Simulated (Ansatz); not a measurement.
# Phonon-limited resistivity of Rh-Ir-Rh stack of (111) layers

Wanted: the electron–phonon coupling λ, α²F(ω) and the phonon-limited resistivity of Rh-Ir-Rh stack of (111) layers, on meshes from cheap to dear.

Calculated with Ansatz 0.2.0; DFT PBEsol, scalar-relativistic, plane waves, PAW; PAW set soft_1.

## 1. The structure

The cell holds 3 atoms: 2 Rh and 1 Ir. Its edges and angles: a = 2.715 Å, b = 2.715 Å, c = 15.434 Å, α = 90.0°, β = 90.0°, γ = 120.0°. Vacuum lies along c.

## 2. Rough relaxation

The start is far from rest, so a relaxation with loose thresholds does the first part.

Input file input.yaml:

```yaml
crystal:
  lattice:
    - [2.71529, 0.0, 0.0]
    - [-1.35765, 2.35151, 0.0]
    - [0.0, 0.0, 15.43405]
  atoms:
    - { symbol: Rh, position: [0.0, 0.0, 0.35635494] }
    - { symbol: Ir, position: [0.33333333, 0.66666667, 0.5] }
    - { symbol: Rh, position: [0.66666667, 0.33333333, 0.64364506] }
  periodic: [true, true, false]
kpoints:
  mp_grid: { grid: [9, 9, 1] }
hamiltonian:
  xc: pbesol
  pseudopotentials: { kind: paw, azcp: { folder: soft_1 }, xc_functional: pbe }
scf:
  occupations: { method: gaussian, width: 0.1 }
output:
  forces: true
  stress: true
  eigenvalues: true
relax:
  adjacent_minimum: "off"
  f_tol: 0.05
  max_steps: 80
  cell: { stress_2d_tol: 0.02 }
```

Command:

```bash
> ansatz run input.yaml --threads 8 --pin off --max-ram 20480MiB --backend cpu --events-out ev --progress --plain --runs-dir out
```

Numbers of over 12 decimals in the logs are rounded to 6 here.

What it wrote:

```text
Warning: crystal.periodic: the lattice vector that does not repeat stood 0.000° off the slab's normal, 15.434 Å along it as the deck builds it. The run solves the slab on a vector along the normal, 32.668 Å long, with every atom where it was (on the deck's vector they left 11.00 Å outside them, and the widest stretch free of ions among them is 2.22 Å). A fractional position that the run reports is one of the run's ce [...]
The last accepted step is kept in <dir> (removed where the run ends without a failure and the disk answers)
crystal.periodic: the lattice vector that does not repeat stood 0.000° off the slab's normal, 15.434 Å along it as the deck builds it. The run solves the slab on a vector along the normal, 32.668 Å long, with every atom where it was (on the deck's vector they left 11.00 Å outside them, and the widest stretch free of ions among them is 2.22 Å). A fractional position that the run reports is one of the run's cell, which [...]
Engine: ansatz 0.2.0, aarch64-unknown-linux-gnu
Pseudopotentials: kind: paw
Pseudopotential: Rh, paw, valence charge 17, recommended cutoff 420 eV (normal), soft_1/Rh.paw.azcp
Pseudopotential: Ir, paw, valence charge 17, recommended cutoff 420 eV (normal), soft_1/Ir.paw.azcp
Functional definition: PBEsol
  exchange = pbesol_x
  correlation = pbesol_c
Crystal: 3 atoms, lattice volume = 208.587 Å³
Basis set: ecut = 420 eV, 4099 PW (Γ), exchange–correlation on 40×40×450 points (8 copies of the dense FFT grid, shifted against one another)
Bands: 31, of which v1, the nominal top of the filled ones, is band 26 counted from 1 (25 counted from 0)
Symmetry: 12 space group operations
Space group: P-3m1 (ITA 164), of the structure as read, at distance tolerance 5.9e-5 Å
k-points: 12 of 81
Non-local potential: Rh, projectors of the file, l = 0: 3, l = 1: 2, l = 2: 2, l = 3: 1
Non-local potential: Ir, projectors of the file, l = 0: 3, l = 1: 2, l = 2: 2, l = 3: 1
PAW form: soft (Blöchl's): semilocal exchange-correlation on the pseudo side does not see the compensation charge
PAW frozen core: Rh, regenerated for the run's functional, and the local potential with it (the file was generated under x = pbe(κ = 0.804, μ = 0.219515), c = pbe(β = 0.066725))
PAW frozen core: Ir, regenerated for the run's functional, and the local potential with it (the file was generated under x = pbe(κ = 0.804, μ = 0.219515), c = pbe(β = 0.066725))
PAW one-centre angular grid: Rh, 590 points (default); XC on 64 Gauss nodes
PAW one-centre angular grid: Ir, 590 points (default); XC on 64 Gauss nodes
Initial density: superposition of atomic densities (neutral atoms: chi_scale 0, normalization atom)
Initial wavefunctions: pseudopotential atomic-orbital guess
Functional: x = pbesol(κ = 0.804, μ = 0.123457), c = pbesol(β = 0.046)
SCF iter   1: F=—  HF=-24477.727532 eV  |F-HF|=—  |Δ(HF+E_count)|=         —  Δρ=5.77e-2  dr2=1.76e1  ethr=3.10e-3  ⟨swp⟩=15.7  Hψ=2999  notcnv=0
preconditioner: auto → LDOS  [metal: Δε(μ)=0.039 eV  Ē_g=5.950 eV  σ=0.100 eV  W_gap=0.21  n_scr=22 (ndim 8)  ℏωp=13.4 eV  f_vac=0.737  D(μ)=6.42/eV (n_scr^D=24)  β→1.0]
SCF iter   2: F=—  HF=-24477.141262 eV  |F-HF|=—  |Δ(HF+E_count)|=   5.86e-1  Δρ=4.22e-2  dr2=3.49e0  ethr=3.10e-3  ⟨swp⟩=4.2  Hψ=1149  notcnv=0  defer=5
SCF iter   3: F=—  HF=-24476.028024 eV  |F-HF|=—  |Δ(HF+E_count)|=    1.11e0  Δρ=8.28e-3  dr2=5.58e-1  ethr=3.10e-3  ⟨swp⟩=3.1  Hψ=1013  notcnv=0  defer=6
SCF iter   4: F=—  HF=-24476.020443 eV  |F-HF|=—  |Δ(HF+E_count)|=   7.58e-3  Δρ=3.68e-3  dr2=3.39e-2  ethr=1.09e-3  ⟨swp⟩=2.6  Hψ=686  notcnv=0  defer=6
SCF iter   5: F=—  HF=-24476.017489 eV  |F-HF|=—  |Δ(HF+E_count)|=   2.95e-3  Δρ=1.07e-3  dr2=8.11e-4  ethr=6.64e-5  ⟨swp⟩=3.9  Hψ=865  notcnv=0  defer=6
SCF iter   6: F=—  HF=-24476.018129 eV  |F-HF|=—  |Δ(HF+E_count)|=   6.40e-4  Δρ=3.87e-4  dr2=4.33e-4  ethr=1.59e-6  ⟨swp⟩=3.6  Hψ=918  notcnv=0  defer=6
SCF iter   7: F=—  HF=-24476.018131 eV  |F-HF|=—  |Δ(HF+E_count)|=   2.47e-6  Δρ=1.27e-4  dr2=8.24e-5  ethr=8.49e-7  ⟨swp⟩=2.8  Hψ=581  notcnv=0  defer=6
SCF iter   8: F=—  HF=-24476.018091 eV  |F-HF|=—  |Δ(HF+E_count)|=   3.99e-5  Δρ=2.20e-5  dr2=4.49e-7  ethr=1.61e-7  ⟨swp⟩=2.5  Hψ=627  notcnv=0  defer=6
SCF iter   9: F=—  HF=-24476.018093 eV  |F-HF|=—  |Δ(HF+E_count)|=   1.59e-6  Δρ=1.33e-5  dr2=2.48e-7  ethr=1.96e-10  ⟨swp⟩=20.1  Hψ=2880  notcnv=0
iter 10 did not close the SCF: its close was put off until two iterations running show no level that it waits for move by more than its bar (scf_convergence_deferred on its scf_iter line)
SCF iter  10: F=-24476.018093 eV  HF=-24476.018093 eV  |F-HF|=1.81e-9  |Δ(HF+E_count)|=   7.83e-9  Δρ=5.36e-6  dr2=4.84e-8  ethr=1.96e-10  ⟨swp⟩=5.5  Hψ=1953  notcnv=0
SCF iter  11: F=-24476.018093 eV  HF=-24476.018093 eV  |F-HF|=4.82e-9  |Δ(HF+E_count)|=   1.87e-8  Δρ=2.14e-6  dr2=1.28e-8  ethr=9.49e-11  ⟨swp⟩=5.8  Hψ=1882  notcnv=0
SCF 1 converged in 11 iterations: F = -24476.018093 eV  dr2 = 1.28e-8
  greatest PAW one-centre occupation: 1.000 electrons in one spin orbital (limit 2), on the Ir atom at site 1 (counted from 0), in its partial waves of l = 0
relax step   1: F+E_penalty+E_count = -24476.01809298 eV  Δ(F+E_penalty+E_count) = +0.000e0 eV  max|allowed force component| = 9.911e-1 eV/Å  Δτ_max = 0.0000 Å  P = -12.697 N/m  Ω = 208.587 Å³  fix = [c, alpha, beta]  reactions: c -0.000 N/m  (11 SCF iters, dr2 threshold 1.00e-7 eV, accepted)
Crystal: 3 atoms, lattice volume = 192.366 Å³
Basis set: ecut = 420 eV, 3859 PW (Γ), exchange–correlation on 40×40×450 points (8 copies of the dense FFT grid, shifted against one another)
Initial density: handed on by an earlier stage of this run
Initial wavefunctions: those handed on with the density
iter 1 solved again at ethr=1.52e-3 eV; its pass at ethr=3.10e-3 eV (dr2=7.74e-1 eV) is discarded
SCF iter   1: F=—  HF=-24475.862192 eV  |F-HF|=—  |Δ(HF+E_count)|=         —  Δρ=1.47e-2  dr2=7.91e-1  ethr=1.52e-3  ⟨swp⟩=1.6  Hψ=3188  notcnv=0
preconditioner: auto → LDOS  [metal: Δε(μ)=0.048 eV  Ē_g=6.891 eV  σ=0.100 eV  W_gap=0.26  n_scr=22 (ndim 8)  ℏωp=13.9 eV  f_vac=0.754  D(μ)=3.24/eV (n_scr^D=18)  β→1.0]
SCF iter   2: F=—  HF=-24475.810933 eV  |F-HF|=—  |Δ(HF+E_count)|=   5.13e-2  Δρ=5.00e-3  dr2=5.38e-2  ethr=1.52e-3  ⟨swp⟩=3.0  Hψ=688  notcnv=0
SCF iter   3: F=—  HF=-24475.804017 eV  |F-HF|=—  |Δ(HF+E_count)|=   6.92e-3  Δρ=2.57e-3  dr2=1.29e-2  ethr=1.06e-4  ⟨swp⟩=4.1  Hψ=1034  notcnv=0  defer=6
SCF iter   4: F=—  HF=-24475.801853 eV  |F-HF|=—  |Δ(HF+E_count)|=   2.16e-3  Δρ=8.03e-4  dr2=1.29e-3  ethr=2.54e-5  ⟨swp⟩=3.2  Hψ=690  notcnv=0  defer=6
[...]
relax step   3: F+E_penalty+E_count = -24476.19367936 eV  Δ(F+E_penalty+E_count) = -1.756e-1 eV  max|allowed force component| = 2.724e-1 eV/Å  Δτ_max = 0.0483 Å  P = -2.356 N/m  Ω = 201.037 Å³  energy of the carried Pulay correction = +7.354e-4 eV  fix = [c, alpha, beta]  reactions: c -0.000 N/m  (14 SCF iters, accepted)
[...]
relax step   4: F+E_penalty+E_count = -24476.20179518 eV  Δ(F+E_penalty+E_count) = -8.116e-3 eV  max|allowed force component| = 2.066e-2 eV/Å  Δτ_max = 0.0179 Å  P = +0.031 N/m  Ω = 199.838 Å³  energy of the carried Pulay correction = +8.546e-4 eV  fix = [c, alpha, beta]  reactions: c +0.000 N/m  (5 SCF iters, dr2 threshold 3.00e-7 eV, accepted)
[...]
relax step   5: F+E_penalty+E_count = -24476.20183255 eV  Δ(F+E_penalty+E_count) = -3.737e-5 eV  max|allowed force component| = 9.134e-4 eV/Å  Δτ_max = 0.0020 Å  P = +0.007 N/m  Ω = 199.918 Å³  energy of the carried Pulay correction = +8.467e-4 eV  fix = [c, alpha, beta]  reactions: c +0.000 N/m  (6 SCF iters, dr2 threshold 1.18e-9 eV, accepted)
[...]
relax step   6: F+E_penalty+E_count = -24476.20085593 eV  Δ(F+E_penalty+E_count) = +9.766e-4 eV  max|allowed force component| = 6.020e-4 eV/Å  Δτ_max = 0.0000 Å  P = +0.020 N/m  Ω = 199.918 Å³  fix = [c, alpha, beta]  reactions: c +0.000 N/m  stress off target by 2.03e-2 N/m on what of the cell is left free  SCF on the basis re-selected at this cell (its energy is not comparable with the rows above)  (7 SCF iters)
[...]
relax step   7: F+E_penalty+E_count = -24476.20085420 eV  Δ(F+E_penalty+E_count) = +1.723e-6 eV  max|allowed force component| = 3.253e-5 eV/Å  Δτ_max = 0.0001 Å  P = +0.001 N/m  Ω = 199.936 Å³  energy of the carried Pulay correction = -2.146e-6 eV  fix = [c, alpha, beta]  reactions: c +0.000 N/m  (5 SCF iters, dr2 threshold 4.94e-10 eV, accepted)
iter 1 solved again at ethr=5.45e-7 eV; its pass at ethr=3.10e-3 eV (dr2=2.78e-4 eV) is discarded
SCF iter   1: F=—  HF=-24476.200886 eV  |F-HF|=—  |Δ(HF+E_count)|=         —  Δρ=2.48e-6  dr2=1.50e-8  ethr=5.45e-7  ⟨swp⟩=6.4  Hψ=4640  notcnv=0
eigensolver tolerance schedule: the retry pair's looser diagonalisation over-reported the residual by 18563.26 of it (diagonalisation noise at an unbounded share of the residual, at the tolerance the schedule requests for it); recorded, not acted on — ethr = c·dr2/N_el stays at c = 1.0e-1
preconditioner: auto → LDOS  [metal: Δε(μ)=0.058 eV  Ē_g=6.201 eV  σ=0.100 eV  W_gap=0.31  n_scr=22 (ndim 8)  ℏωp=13.6 eV  f_vac=0.747  D(μ)=2.94/eV (n_scr^D=16)  β→1.0]
SCF iter   2: F=—  HF=-24476.200854 eV  |F-HF|=—  |Δ(HF+E_count)|=   3.17e-5  Δρ=3.86e-6  dr2=6.09e-8  ethr=2.94e-11  ⟨swp⟩=7.6  Hψ=1879  notcnv=0
SCF iter   3: F=—  HF=-24476.200854 eV  |F-HF|=—  |Δ(HF+E_count)|=  2.58e-10  Δρ=1.65e-6  dr2=5.09e-9  ethr=2.94e-11  ⟨swp⟩=3.3  Hψ=778  notcnv=0
SCF iter   4: F=—  HF=-24476.200854 eV  |F-HF|=—  |Δ(HF+E_count)|=  3.42e-10  Δρ=1.11e-6  dr2=2.90e-9  ethr=9.99e-12  ⟨swp⟩=1.8  Hψ=432  notcnv=0
SCF iter   5: F=—  HF=-24476.200854 eV  |F-HF|=—  |Δ(HF+E_count)|=  2.47e-10  Δρ=7.15e-7  dr2=1.29e-9  ethr=5.68e-12  ⟨swp⟩=1.7  Hψ=423  notcnv=0
SCF iter   6: F=—  HF=-24476.200854 eV  |F-HF|=—  |Δ(HF+E_count)|=  2.36e-10  Δρ=1.06e-7  dr2=1.90e-11  ethr=2.53e-12  ⟨swp⟩=3.3  Hψ=729  notcnv=0
SCF iter   7: F=—  HF=-24476.200854 eV  |F-HF|=—  |Δ(HF+E_count)|=  2.04e-10  Δρ=2.69e-7  dr2=1.61e-10  ethr=1.00e-12  ⟨swp⟩=3.4  Hψ=727  notcnv=0
SCF iter   8: F=—  HF=-24476.200854 eV  |F-HF|=—  |Δ(HF+E_count)|=  8.73e-11  Δρ=3.24e-7  dr2=2.28e-10  ethr=1.00e-12  ⟨swp⟩=1.8  Hψ=521  notcnv=0
SCF iter   9: F=—  HF=-24476.200854 eV  |F-HF|=—  |Δ(HF+E_count)|=  7.28e-12  Δρ=2.58e-7  dr2=1.68e-10  ethr=1.00e-12  ⟨swp⟩=1.2  Hψ=405  notcnv=0
SCF iter  10: F=—  HF=-24476.200854 eV  |F-HF|=—  |Δ(HF+E_count)|=  6.91e-11  Δρ=7.44e-8  dr2=1.56e-11  ethr=1.00e-12  ⟨swp⟩=1.2  Hψ=419  notcnv=0
SCF iter  11: F=—  HF=-24476.200854 eV  |F-HF|=—  |Δ(HF+E_count)|=  4.00e-11  Δρ=3.87e-8  dr2=3.71e-12  ethr=1.00e-12  ⟨swp⟩=1.2  Hψ=409  notcnv=0
SCF iter  12: F=—  HF=-24476.200854 eV  |F-HF|=—  |Δ(HF+E_count)|=  7.28e-12  Δρ=4.90e-8  dr2=8.13e-12  ethr=1.00e-12  ⟨swp⟩=13.7  Hψ=2683  notcnv=0
SCF iter  13: F=—  HF=-24476.200854 eV  |F-HF|=—  |Δ(HF+E_count)|=  6.18e-11  Δρ=3.27e-8  dr2=3.80e-12  ethr=1.00e-12  ⟨swp⟩=1.0  Hψ=372  notcnv=0
SCF iter  14: F=-24476.200854 eV  HF=-24476.200854 eV  |F-HF|=7.28e-12  |Δ(HF+E_count)|=  2.55e-11  Δρ=8.51e-9  dr2=1.78e-13  ethr=1.00e-12  ⟨swp⟩=9.0  Hψ=2207  notcnv=0
SCF 8 converged in 14 iterations: F = -24476.200854 eV  dr2 = 1.78e-13
relax step   8: F+E_penalty+E_count = -24476.20085420 eV  Δ(F+E_penalty+E_count) = -1.382e-10 eV  max|allowed force component| = 3.199e-5 eV/Å  Δτ_max = 0.0000 Å  P = +0.001 N/m  Ω = 199.936 Å³  fix = [c, alpha, beta]  reactions: c +0.000 N/m  stress off target by 5.42e-4 N/m on what of the cell is left free  SCF on the basis re-selected at this cell (its energy is not comparable with the rows above)  (14 SCF iters)
basis re-selected at this cell: Δ(F+E_penalty+E_count) = -1.382e-10 eV, ΔP = +0.000 N/m vs the last step (what re-selecting the basis moved, of the pressure what is left beyond the Pulay correction that the steps carried, after the strain that the cell walked since its last selection, with what the two solves' SCF thresholds leave and, on support functions, any second-order correction that the steps lacked; it is no  [...]
SCF converged after 14 iterations
Free energy (F): -24476.200854 eV
Harris-Foulkes:  -24476.200854 eV  (|F-HF|=7.28e-12)
Internal energy: -24476.186179 eV  (E = F + TS)
E sigma→0 (E₀):  -24476.193517 eV
Entropy (-TS):   -0.014675 eV (-4.892 meV/atom)
Fermi energy:    -5.185899 eV
--- Per-component energies (eV) ---
  E_band       = -1711.356890
  E_kinetic    = 1614.717530
  E_local      = -238342.115672  (includes V_loc(G=0)·N_el)
  E_nonlocal   = 796.303081
  E_hartree    = 117921.483607
  E_xc         = -628.809695
  E_vxc        = -759.689977  (∫ρ·V_xc dr)
  E_paw        = -16211.385589  (= ΣΔE_a)
  E_vpaw       = -863.539390  (= ΣTr[D̂ρ^β])
  E_aug_tail   = 0.000369  (compensation charges beyond the density's cutoff)
  E_ewald      = 110372.802442
  E_core_change = 0.817749  (= ΣΔE_core)
  E_smearing   = -0.014675  (= −TS)
  E_closure    = 0.000000  (closes the sum)
  Σ components = -24476.200854   (vs F -24476.200854, Δ=0.00e0)
--- Forces (eV/Å), atoms counted from 1 ---
  atom   1  Rh    -0.00000000    -0.00000000    -0.00003199
  atom   2  Ir    -0.00000000     0.00000000     0.00000000
  atom   3  Rh     0.00000000     0.00000000     0.00003199
  max |Σ_I F_I| component: 2.89e-19 eV/Å
--- 2D stress c σ (N/m, compression-positive) ---
        0.000542       0.000000       0.000000
       -0.000000       0.000542       0.000000
        0.000000       0.000000       0.000000
  P = ½ c Tr σ = 0.0005 N/m
--- Band table (eV; the first three rows and the last of 12) ---
  k-point 0: bands = [... 22 lower, -7.7866, -6.1870, -6.1870, -5.8528, -5.6965, -5.6965, -4.6067, -4.6067, ... 1 higher]
  k-point 1: bands = [... 22 lower, -7.4497, -6.8641, -6.4060, -6.3686, -5.7671, -5.6595, -4.5688, -4.4975, ... 1 higher]
  k-point 2: bands = [... 22 lower, -7.4501, -6.9520, -6.5275, -6.2521, -5.6381, -5.4386, -4.5090, -3.1403, ... 1 higher]
  k-point 11: bands = [... 22 lower, -6.5305, -6.5305, -5.2225, -5.2225, -4.6133, 0.8554, 2.2787, 2.2787, ... 1 higher]
--- Relaxed structure (6 steps of the walk, 5 accepted, 2 SCFs on fresh bases) ---
  F+E_penalty+E_count = -24476.20085420 eV   max|allowed force component| = 3.199e-5 eV/Å   (the final SCF, on the basis selected at the relaxed cell)
  cell:  # Å, volume = 199.9362 Å³
    - [2.658389, 2.8262570038587507e-6, 0]
    - [-1.329197, 2.302231, 0]
    - [0, 0, 32.668100153172]
  atoms:
    - { symbol: Rh, position: [1.8598786056174286e-18, 0, 0.170449] }
    - { symbol: Ir, position: [0.333333, 0.666667, 0.236225] }
    - { symbol: Rh, position: [0.666667, 0.333333, 0.302002] }
```

Run time: 8 s. Hardware: 8 threads of Arm Neoverse V2, shared host; peak memory 0.64 GiB.

Relaxation path:

```
step  energy less that of the first step (eV)  largest force component (eV/Å)  volume (Å³)
   1                                   0.0000                          0.9911       208.59
   2                                   0.2163                          2.4050       192.37
   3                                  -0.1756                          0.2724       201.04
   4                                  -0.1837                          0.0207       199.84
   5                                  -0.1837                          0.0009       199.92
  6*                                  -0.1828                          0.0006       199.92
   7                                  -0.1828                          0.0000       199.94
  8*                                  -0.1828                          0.0000       199.94
```

Relaxation steps marked * repeat the geometry before them on a plane-wave basis chosen anew for their cell, so energy and pressure can jump there. Relaxation step 2 was tried and not accepted.

The run keeps the 12 symmetry operations that it works with, so distortions that break them were not tested.

```
cell as run  before  after  change
      a (Å)   2.715  2.658  -2.1 %
      b (Å)   2.715  2.658  -2.1 %
```

The atoms that moved most (Å, along periodic axes as changes of fractional coordinates times the final cell, across vacuum about the mean position):

```
atom     dx     dy      dz  length
 Rh3  0.000  0.000  -0.068   0.068
 Rh1  0.000  0.000   0.068   0.068
```

The relaxed structure:

```xyz
3
Lattice="2.6584 0.0000 0.0000 -1.3292 2.3022 0.0000 0.0000 0.0000 32.6681" Properties=species:S:1:pos:R:3
Rh    0.0000    0.0000    5.5682
Ir    0.0000    1.5348    7.7170
Rh    1.3292    0.7674    9.8658
```

This step gave:

| Quantity | Value |
| --- | --- |
| metallic on mesh | yes |
| gap on the k-mesh | 0 eV |

The relaxation ends with a largest force component of 3.2e-5 eV/Å.

[end of part 1 of 6]

[Logs are printed without paths, hosts, clocks, repeated set-up lines and the standing remarks that a program may print on its own settings, such as how far it seeks lower states.]

[Hosts, paths, dates, database ids (printed as entryN), source tags and the programs' standing remarks are cut or masked in the printed files.]
